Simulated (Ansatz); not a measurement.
**How fast states decay through RbLi2BiF6**

Aim: relax a made-up compound, RbLi2BiF6, and see how good a tunnel barrier it would be. It is built by putting Rb for Na, Li for Cs in the Cs2NaBiF6 structure of space group Fm-3m, with the volume rescaled by atomic radii. The parent structure comes from the Materials Project.

Calculated with Ansatz 0.2.0; r2SCAN DFT, plane waves, PAW files, in the first sound run; inputs show where later runs differ.

The structure was built from a prototype and need not be the compound's stable phase.

**1. The starting structure**

The structure is cubic, space group Fm-3m (No. 225). The conventional cell has a = 8.309 Å, b = 8.309 Å, c = 8.309 Å, α = 90.00°, β = 90.00°, γ = 90.00°. Li has 12 F at 2.94 Å nearest. Nearest to Rb lie 6 F at 2.12 Å. Nearest to Bi lie 6 F at 2.03 Å. Nearest to F lie 1 Bi at 2.03 Å and 1 Rb at 2.12 Å. It derives from Cs2NaBiF6. Rb for Na, Li for Cs in the Cs2NaBiF6 structure of space group Fm-3m. Farther neighbours and most contacts between anions are not listed.

**2. Cell and atoms at rest**

The substituted atoms don't fit the parent's cell, so cell and atoms relax together. A small smearing keeps the run stable in case the gap closes on the way.

input.yaml

```yaml
crystal:
  lattice:
    - [0.0, 4.1543271302, 4.1543271302]
    - [4.1543271302, 0.0, 4.1543271302]
    - [4.1543271302, 4.1543271302, 0.0]
  atoms:
    - { symbol: Li, position: [0.25, 0.25, 0.25] }
    - { symbol: Li, position: [0.75, 0.75, 0.75] }
    - { symbol: Rb, position: [0.5, 0.5, 0.5] }
    - { symbol: Bi, position: [0.0, 0.0, 0.0] }
    - { symbol: F, position: [0.244528, 0.244528, 0.755472] }
    - { symbol: F, position: [0.244528, 0.755472, 0.755472] }
    - { symbol: F, position: [0.755472, 0.755472, 0.244528] }
    - { symbol: F, position: [0.244528, 0.755472, 0.244528] }
    - { symbol: F, position: [0.755472, 0.244528, 0.755472] }
    - { symbol: F, position: [0.755472, 0.244528, 0.244528] }
kpoints:
  mp_grid: { grid: [4, 4, 4] }
scf:
  occupations: { method: gaussian, width: 0.03 }
hamiltonian:
  xc: r2scan
output:
  forces: true
  stress: true
relax:
  f_tol: 0.02
  max_steps: 60
  cell: {}
```

The run is started by

```console
$ ansatz run input.yaml --threads 2 --pin off --max-ram 4096MiB --backend cpu --events-out ev --progress --plain --runs-dir out
```

Numbers of over 12 decimals in the logs are rounded to 6 here.

The log of the run:

```text
Engine: ansatz 0.2.0, x86_64-unknown-linux-gnu
Pseudopotentials: kind: paw
Pseudopotential: Li, paw, valence charge 3, recommended cutoff 500 eV (meta_gga), Li.paw.azcp
Pseudopotential: Rb, paw, valence charge 9, recommended cutoff 500 eV (meta_gga), Rb.paw.azcp
Pseudopotential: Bi, paw, valence charge 15, recommended cutoff 500 eV (meta_gga), Bi.paw.azcp
Pseudopotential: F, paw, valence charge 7, recommended cutoff 500 eV (meta_gga), F.paw.azcp
Functional definition: r2SCAN
  parameter k0 = 0.174
  parameter k1 = 0.065
  parameter a1 = 4.9479
  exchange = r2scan_x(k0 = k0, k1 = k1, a1 = a1)
  correlation = r2scan_c
Crystal: 10 atoms, lattice volume = 143.394 Å³
Basis set: ecut = 500 eV, 3695 PW (Γ), exchange–correlation on 180×180×180 points (64 copies of the dense FFT grid, shifted against one another)
Bands: 46, of which v1, the nominal top of the filled ones, is band 36 counted from 1 (35 counted from 0)
Symmetry: 48 space group operations
Space group: Fm-3m (ITA 225), of the structure as read, at distance tolerance 5.2e-5 Å
k-points: 8 of 64
Non-local potential: Li, projectors of the file, l = 0: 3, l = 1: 2, l = 2: 1
Non-local potential: Rb, projectors of the file, l = 0: 3, l = 1: 2, l = 2: 2
Non-local potential: Bi, projectors of the file, l = 0: 2, l = 1: 2, l = 2: 2, l = 3: 2
Non-local potential: F, projectors of the file, l = 0: 2, l = 1: 2, l = 2: 1
PAW form: soft (Blöchl's): semilocal exchange-correlation on the pseudo side does not see the compensation charge
PAW frozen core: Rb, regenerated for the run's functional (the file was generated under x = pbe(κ = 0.804, μ = 0.219515), c = pbe(β = 0.066725))
PAW frozen core: Bi, regenerated for the run's functional (the file was generated under x = pbe(κ = 0.804, μ = 0.219515), c = pbe(β = 0.066725))
PAW frozen core: F, regenerated for the run's functional (the file was generated under x = pbe(κ = 0.804, μ = 0.219515), c = pbe(β = 0.066725))
PAW one-centre angular grid: Li, 302 points (default); XC on 327 of its mesh's 2665 points in the sphere
PAW one-centre angular grid: Rb, 302 points (default); XC on 160 Gauss nodes
PAW one-centre angular grid: Bi, 590 points (default); XC on 160 Gauss nodes
PAW one-centre angular grid: F, 302 points (default); XC on 160 Gauss nodes
Initial density: superposition of atomic densities (neutral atoms: chi_scale 0, normalization atom), corrected by the library's trained network
Initial wavefunctions: pseudopotential atomic-orbital guess
Functional: x = r2scan, c = r2scan; τ floored in thin density (d = 2e-4 eV/Å³)
SCF iter   1: F=—  HF=-20956.262637 eV  |F-HF|=—  |Δ(HF+E_count)|=         —  Δρ=1.06e-2  dr2=1.36e-1  dr2_τ=3.73e-1  ethr=1.77e-3  ⟨swp⟩=6.8  Hψ=1679  notcnv=0  defer=1
preconditioner: auto → Resta (q_TF=auto, 2.432 Å⁻¹)  ε∞=2.9  [insulator: Δε(μ)=1.688 eV  Ē_g=18.779 eV  σ=0.030 eV  W_gap=1.00  n_scr=26 (ndim 8)  ℏωp=25.6 eV  f_vac=0.214  D(μ)=0.00/eV (n_scr^D=0)  ε∞_Penn≈2.9]
SCF iter   2: F=—  HF=-20956.528648 eV  |F-HF|=—  |Δ(HF+E_count)|=   2.66e-1  Δρ=4.53e-3  dr2=1.75e-2  dr2_τ=2.59e-3  ethr=1.89e-4  ⟨swp⟩=3.0  Hψ=768  notcnv=0  defer=31
SCF iter   3: F=—  HF=-20956.530197 eV  |F-HF|=—  |Δ(HF+E_count)|=   1.55e-3  Δρ=1.73e-3  dr2=3.15e-3  dr2_τ=3.39e-4  ethr=2.43e-5  ⟨swp⟩=2.5  Hψ=510  notcnv=0  defer=15
automatic band count: iteration 3 solves 44 bands in place of 46: the levels show a gap, and the empty bands left out lie too high to hold charge; the band table lists the bands solved (type scf.n_extra_bands for more)
SCF iter   4: F=—  HF=-20956.530335 eV  |F-HF|=—  |Δ(HF+E_count)|=   1.38e-4  Δρ=3.26e-4  dr2=1.42e-4  dr2_τ=9.66e-6  ethr=4.37e-6  ⟨swp⟩=2.0  Hψ=573  notcnv=0  defer=15
SCF iter   5: F=—  HF=-20956.530386 eV  |F-HF|=—  |Δ(HF+E_count)|=   5.11e-5  Δρ=9.96e-5  dr2=1.53e-5  dr2_τ=8.83e-7  ethr=1.97e-7  ⟨swp⟩=2.1  Hψ=596  notcnv=0  defer=15
SCF iter   6: F=—  HF=-20956.530515 eV  |F-HF|=—  |Δ(HF+E_count)|=   1.29e-4  Δρ=1.96e-5  dr2=5.61e-7  dr2_τ=3.47e-8  ethr=2.12e-8  ⟨swp⟩=2.0  Hψ=616  notcnv=0  defer=15
SCF iter   7: F=-20956.530516 eV  HF=-20956.530516 eV  |F-HF|=7.88e-9  |Δ(HF+E_count)|=   3.60e-7  Δρ=5.37e-6  dr2=3.39e-8  dr2_τ=3.53e-9  ethr=1.39e-10  ⟨swp⟩=5.0  Hψ=1319  notcnv=0
SCF 1 converged in 7 iterations: F = -20956.530516 eV  dr2 = 3.39e-8
  greatest PAW one-centre occupation: 0.999 electrons in one spin orbital (limit 2), on the Li atom at site 1 (counted from 0), in its partial waves of l = 0
relax step   1: F+E_penalty+E_count = -20956.53051563 eV  Δ(F+E_penalty+E_count) = +0.000e0 eV  max|allowed force component| = 5.262e-1 eV/Å  Δτ_max = 0.0000 Å  P = +42.997 GPa  Ω = 143.394 Å³  (7 SCF iters, dr2 threshold 1.00e-7 eV, accepted)
Crystal: 10 atoms, lattice volume = 165.414 Å³
Basis set: ecut = 500 eV, 4279 PW (Γ), exchange–correlation on 180×180×180 points (64 copies of the dense FFT grid, shifted against one another)
Initial density: handed on by an earlier stage of this run
Initial wavefunctions: those handed on with the density
iter 1 solved again at ethr=3.48e-4 eV; its pass at ethr=3.10e-3 eV (dr2=2.50e-1 eV) is discarded
SCF iter   1: F=—  HF=-20959.116923 eV  |F-HF|=—  |Δ(HF+E_count)|=         —  Δρ=9.82e-3  dr2=2.45e-1  dr2_τ=1.31e0  ethr=3.48e-4  ⟨swp⟩=1.0  Hψ=1724  notcnv=0
automatic band count: iteration 1 solves 41 bands in place of 46: the levels show a gap, and the empty bands left out lie too high to hold charge; the band table lists the bands solved (type scf.n_extra_bands for more)
preconditioner: auto → Resta (q_TF=auto, 2.375 Å⁻¹)  ε∞=3.2  [insulator: Δε(μ)=1.881 eV  Ē_g=16.204 eV  σ=0.030 eV  W_gap=1.00  n_scr=26 (ndim 8)  ℏωp=23.8 eV  f_vac=0.295  D(μ)=0.00/eV (n_scr^D=0)  ε∞_Penn≈3.2]
SCF iter   2: F=—  HF=-20960.838850 eV  |F-HF|=—  |Δ(HF+E_count)|=    1.72e0  Δρ=8.23e-3  dr2=9.25e-2  dr2_τ=6.21e-3  ethr=3.41e-4  ⟨swp⟩=3.8  Hψ=693  notcnv=0
SCF iter   3: F=—  HF=-20960.811653 eV  |F-HF|=—  |Δ(HF+E_count)|=   2.72e-2  Δρ=3.06e-3  dr2=1.67e-2  dr2_τ=1.42e-3  ethr=1.28e-4  ⟨swp⟩=2.9  Hψ=597  notcnv=0  defer=4
SCF iter   4: F=—  HF=-20960.807069 eV  |F-HF|=—  |Δ(HF+E_count)|=   4.58e-3  Δρ=1.44e-3  dr2=2.38e-3  dr2_τ=1.58e-4  ethr=2.32e-5  ⟨swp⟩=2.1  Hψ=587  notcnv=0  defer=4
SCF iter   5: F=—  HF=-20960.807003 eV  |F-HF|=—  |Δ(HF+E_count)|=   6.61e-5  Δρ=4.66e-4  dr2=2.72e-4  dr2_τ=2.11e-5  ethr=3.30e-6  ⟨swp⟩=2.4  Hψ=630  notcnv=0  defer=7
SCF iter   6: F=—  HF=-20960.807119 eV  |F-HF|=—  |Δ(HF+E_count)|=   1.17e-4  Δρ=7.78e-5  dr2=1.06e-5  dr2_τ=2.78e-7  ethr=3.78e-7  ⟨swp⟩=2.0  Hψ=463  notcnv=0  defer=7
[...]
[... from here on, the SCF cycles and remarks between the steps are left out ...]
relax step   4: F+E_penalty+E_count = -20963.51392024 eV  Δ(F+E_penalty+E_count) = -5.971e-1 eV  max|allowed force component| = 2.278e-1 eV/Å  Δτ_max = 0.0281 Å  P = +1.823 GPa  Ω = 208.650 Å³  energy of the carried Pulay correction = -3.590e-2 eV  (7 SCF iters, dr2 threshold 1.00e-6 eV, accepted)
relax step   5: F+E_penalty+E_count = -20963.57439383 eV  Δ(F+E_penalty+E_count) = -6.047e-2 eV  max|allowed force component| = 8.583e-2 eV/Å  Δτ_max = 0.0169 Å  P = +0.170 GPa  Ω = 216.111 Å³  energy of the carried Pulay correction = -3.883e-2 eV  (6 SCF iters, dr2 threshold 1.00e-6 eV, accepted)
relax step   6: F+E_penalty+E_count = -20963.57627037 eV  Δ(F+E_penalty+E_count) = -1.877e-3 eV  max|allowed force component| = 2.974e-2 eV/Å  Δτ_max = 0.0073 Å  P = +0.082 GPa  Ω = 217.289 Å³  energy of the carried Pulay correction = -3.927e-2 eV  (5 SCF iters, dr2 threshold 4.60e-7 eV, accepted)
relax step   7: F+E_penalty+E_count = -20963.57637808 eV  Δ(F+E_penalty+E_count) = -1.077e-4 eV  max|allowed force component| = 7.910e-5 eV/Å  Δτ_max = 0.0012 Å  P = +0.001 GPa  Ω = 217.430 Å³  energy of the carried Pulay correction = -3.933e-2 eV  (5 SCF iters, dr2 threshold 5.53e-8 eV, accepted)
relax step   8: F+E_penalty+E_count = -20963.73689490 eV  Δ(F+E_penalty+E_count) = -1.605e-1 eV  max|allowed force component| = 2.452e-3 eV/Å  Δτ_max = 0.0000 Å  P = +1.358 GPa  Ω = 217.430 Å³  stress off target by 1.36e0 GPa  SCF on the basis re-selected at this cell (its energy is not comparable with the rows above)  (8 SCF iters)
relax step   9: F+E_penalty+E_count = -20963.76837384 eV  Δ(F+E_penalty+E_count) = -3.148e-2 eV  max|allowed force component| = 2.072e-3 eV/Å  Δτ_max = 0.0096 Å  P = +0.371 GPa  Ω = 223.871 Å³  energy of the carried Pulay correction = -2.513e-3 eV  (6 SCF iters, dr2 threshold 1.00e-6 eV, accepted)
relax step  10: F+E_penalty+E_count = -20963.77023959 eV  Δ(F+E_penalty+E_count) = -1.866e-3 eV  max|allowed force component| = 9.839e-3 eV/Å  Δτ_max = 0.0041 Å  P = -0.063 GPa  Ω = 226.970 Å³  energy of the carried Pulay correction = -3.679e-3 eV  (6 SCF iters, dr2 threshold 3.44e-7 eV, accepted)
relax step  11: F+E_penalty+E_count = -20963.77043893 eV  Δ(F+E_penalty+E_count) = -1.993e-4 eV  max|allowed force component| = 5.005e-4 eV/Å  Δτ_max = 0.0000 Å  P = -0.002 GPa  Ω = 226.620 Å³  energy of the carried Pulay correction = -3.549e-3 eV  (6 SCF iters, dr2 threshold 9.83e-9 eV, accepted)
iter 1 solved again at ethr=3.62e-8 eV; its pass at ethr=3.10e-3 eV (dr2=2.60e-5 eV) is discarded
SCF iter   1: F=—  HF=-20963.759655 eV  |F-HF|=—  |Δ(HF+E_count)|=         —  Δρ=2.99e-4  dr2=1.75e-5  dr2_τ=1.21e-5  ethr=3.62e-8  ⟨swp⟩=4.0  Hψ=2788  notcnv=0
preconditioner: auto → Resta (q_TF=auto, 2.254 Å⁻¹)  ε∞=2.4  [insulator: Δε(μ)=3.537 eV  Ē_g=16.894 eV  σ=0.030 eV  W_gap=1.00  n_scr=58 (ndim 8)  ℏωp=20.3 eV  f_vac=0.368  D(μ)=0.00/eV (n_scr^D=0)  ε∞_Penn≈2.4]
SCF iter   2: F=—  HF=-20963.774367 eV  |F-HF|=—  |Δ(HF+E_count)|=   1.47e-2  Δρ=1.67e-4  dr2=8.98e-6  dr2_τ=3.46e-5  ethr=2.42e-8  ⟨swp⟩=3.0  Hψ=807  notcnv=0
SCF iter   3: F=—  HF=-20963.774169 eV  |F-HF|=—  |Δ(HF+E_count)|=   1.97e-4  Δρ=9.84e-5  dr2=1.20e-6  dr2_τ=1.44e-5  ethr=1.25e-8  ⟨swp⟩=2.0  Hψ=736  notcnv=0
SCF iter   4: F=—  HF=-20963.773629 eV  |F-HF|=—  |Δ(HF+E_count)|=   5.40e-4  Δρ=2.85e-5  dr2=1.57e-7  dr2_τ=1.16e-6  ethr=1.67e-9  ⟨swp⟩=2.0  Hψ=729  notcnv=0
SCF iter   5: F=—  HF=-20963.773574 eV  |F-HF|=—  |Δ(HF+E_count)|=   5.52e-5  Δρ=2.92e-6  dr2=6.17e-9  dr2_τ=7.95e-9  ethr=2.18e-10  ⟨swp⟩=2.0  Hψ=656  notcnv=0
SCF iter   6: F=—  HF=-20963.773574 eV  |F-HF|=—  |Δ(HF+E_count)|=   3.36e-7  Δρ=6.53e-7  dr2=1.16e-9  dr2_τ=9.87e-11  ethr=8.57e-12  ⟨swp⟩=2.0  Hψ=656  notcnv=0
SCF iter   7: F=—  HF=-20963.773574 eV  |F-HF|=—  |Δ(HF+E_count)|=   1.12e-9  Δρ=3.27e-7  dr2=3.81e-10  dr2_τ=1.17e-11  ethr=1.62e-12  ⟨swp⟩=2.4  Hψ=569  notcnv=0
SCF iter   8: F=—  HF=-20963.773574 eV  |F-HF|=—  |Δ(HF+E_count)|=  1.71e-10  Δρ=1.81e-7  dr2=1.11e-10  dr2_τ=3.46e-12  ethr=1.00e-12  ⟨swp⟩=1.4  Hψ=371  notcnv=0
SCF iter   9: F=-20963.773574 eV  HF=-20963.773574 eV  |F-HF|=1.82e-11  |Δ(HF+E_count)|=  1.09e-11  Δρ=4.57e-8  dr2=8.47e-12  dr2_τ=2.59e-13  ethr=1.00e-12  ⟨swp⟩=4.0  Hψ=1116  notcnv=0
SCF 12 converged in 9 iterations: F = -20963.773574 eV  dr2 = 8.47e-12
relax step  12: F+E_penalty+E_count = -20963.77357360 eV  Δ(F+E_penalty+E_count) = -3.135e-3 eV  max|allowed force component| = 4.060e-4 eV/Å  Δτ_max = 0.0000 Å  P = -0.018 GPa  Ω = 226.620 Å³  stress off target by 1.83e-2 GPa  SCF on the basis re-selected at this cell (its energy is not comparable with the rows above)  (9 SCF iters)
basis re-selected at this cell: Δ(F+E_penalty+E_count) = -3.135e-3 eV, ΔP = -0.016 GPa vs the last step (what re-selecting the basis moved, of the pressure what is left beyond the Pulay correction that the steps carried, after the strain that the cell walked since its last selection, with what the two solves' SCF thresholds leave and, on support functions, any second-order correction that the steps lacked; it is no m [...]
SCF converged after 9 iterations
Free energy (F): -20963.773574 eV
Harris-Foulkes:  -20963.773574 eV  (|F-HF|=1.82e-11)
Internal energy: -20963.773574 eV  (E = F + TS)
E sigma→0 (E₀):  -20963.773574 eV
Fermi energy:    2.683640 eV
--- Per-component energies (eV) ---
  E_band       = -841.528367
  E_kinetic    = 1783.088872
  E_local      = -8088.959168  (includes V_loc(G=0)·N_el)
  E_nonlocal   = 1109.239974
  E_hartree    = 3050.056510
  E_xc         = -764.850654
  E_vxc        = -1041.192004  (∫ρ·V_xc dr)
  E_paw        = -14582.861895  (= ΣΔE_a)
  E_vpaw       = -778.706638  (= ΣTr[D̂ρ^β])
  E_aug_tail   = 0.005766  (compensation charges beyond the density's cutoff)
  E_vtau       = 74.881535  (kinetic-family band-sum trace: ∫τ·v_τ [+ j·A + Jᵃ·Aᵃ] dr)
  E_ewald      = -3470.033249
  E_core_change = 0.540271  (= ΣΔE_core)
  E_smearing   = -0.000000  (= −TS)
  E_closure    = 0.000000  (closes the sum)
  Σ components = -20963.773574   (vs F -20963.773574, Δ=0.00e0)
--- Forces (eV/Å), atoms counted from 1 ---
  atom   1  Li     0.00000000     0.00000000     0.00000000
  atom   2  Li    -0.00000000    -0.00000000    -0.00000000
  atom   3  Rb     0.00000000     0.00000000     0.00000000
  atom   4  Bi     0.00000000     0.00000000    -0.00000000
  atom   5  F      0.00000000     0.00000000    -0.00040604
  atom   6  F      0.00040604     0.00000000    -0.00000000
  atom   7  F     -0.00000000    -0.00000000     0.00040604
  atom   8  F      0.00000000    -0.00040604     0.00000000
  atom   9  F     -0.00000000     0.00040604    -0.00000000
  atom  10  F     -0.00040604     0.00000000     0.00000000
  max |Σ_I F_I| component: 8.31e-19 eV/Å
--- Stress (GPa, compression-positive) ---
       -0.018349      -0.000000      -0.000000
       -0.000000      -0.018349      -0.000000
       -0.000000      -0.000000      -0.018349
  P = ⅓ Tr σ = -0.0183 GPa (-0.183 kbar)
--- Relaxed structure (10 steps of the walk, 10 accepted, 2 SCFs on fresh bases) ---
  F+E_penalty+E_count = -20963.77357360 eV   max|allowed force component| = 4.060e-4 eV/Å   (the final SCF, on the basis selected at the relaxed cell)
  cell:  # Å, volume = 226.6200 Å³
    - [0, 4.839005, 4.839005]
    - [4.839005, 0, 4.839005]
    - [4.839005, 4.839005, 0]
  atoms:
    - { symbol: Li, position: [0.25, 0.25, 0.25] }
    - { symbol: Li, position: [0.75, 0.75, 0.75] }
    - { symbol: Rb, position: [0.5, 0.5, 0.5] }
    - { symbol: Bi, position: [6.445425381634269e-19, 0, -3.209255836610252e-19] }
    - { symbol: F, position: [0.231302, 0.231302, 0.768698] }
    - { symbol: F, position: [0.231302, 0.768698, 0.768698] }
    - { symbol: F, position: [0.768698, 0.768698, 0.231302] }
    - { symbol: F, position: [0.231302, 0.768698, 0.231302] }
    - { symbol: F, position: [0.768698, 0.231302, 0.768698] }
    - { symbol: F, position: [0.768698, 0.231302, 0.231302] }
```

The job ended after 60 s (2 threads of Intel Xeon Platinum 8259CL at 2.50GHz (Skylake/Cascade Lake), shared host; peak memory 1.2 GiB; 1.9 min of CPU time).

The steps of the relaxation:

```
step  energy less that of the first step (eV)  largest force component (eV/Å)  pressure (GPa)  volume (Å³)
   1                                   0.0000                          0.5262           43.00       143.39
   2                                  -4.2766                          0.3199           20.95       165.41
   3                                  -6.3863                          0.3463            7.86       189.57
   4                                  -6.9834                          0.2278            1.82       208.65
   5                                  -7.0439                          0.0858            0.17       216.11
   6                                  -7.0458                          0.0297            0.08       217.29
   7                                  -7.0459                          0.0001            0.00       217.43
  8*                                  -7.2064                          0.0025            1.36       217.43
   9                                  -7.2379                          0.0021            0.37       223.87
  10                                  -7.2397                          0.0098           -0.06       226.97
  11                                  -7.2399                          0.0005            0.00       226.62
 12*                                  -7.2431                          0.0004           -0.02       226.62
```

Relaxation steps marked * repeat the geometry before them on a plane-wave basis chosen anew for their cell, so energy and pressure can jump there.

Forces are held to the 48 operations that the run works with; a distortion that breaks them can't arise in this run.

```
     cell as run  before  after   change
           a (Å)   5.875  6.843  +16.5 %
           b (Å)   5.875  6.843  +16.5 %
           c (Å)   5.875  6.843  +16.5 %
volume (Å³/atom)   14.34  22.66  +58.0 %
```

The atoms that moved most (Å, as changes of fractional coordinates times the final cell):

```
atom      dx      dy      dz  length
  F8   0.000  -0.128   0.000   0.128
  F6   0.128   0.000   0.000   0.128
  F5   0.000   0.000  -0.128   0.128
  F9   0.000   0.128   0.000   0.128
 F10  -0.128   0.000   0.000   0.128
  F7   0.000   0.000   0.128   0.128
```

This step gave:

* free energy: -20963.7736 eV
* Fermi energy: 2.684 eV
* pressure: -0.01835 GPa

The largest force component on a free atom ends at 4.1e-4 eV/Å.

[end of part 1 of 3]

[Logs are printed without paths, hosts, clocks, repeated set-up lines and the standing remarks that a program may print on its own settings, such as how far it seeks lower states.]

[Hosts, paths, dates, database ids (printed as entryN), source tags and the programs' standing remarks are cut or masked in the printed files.]
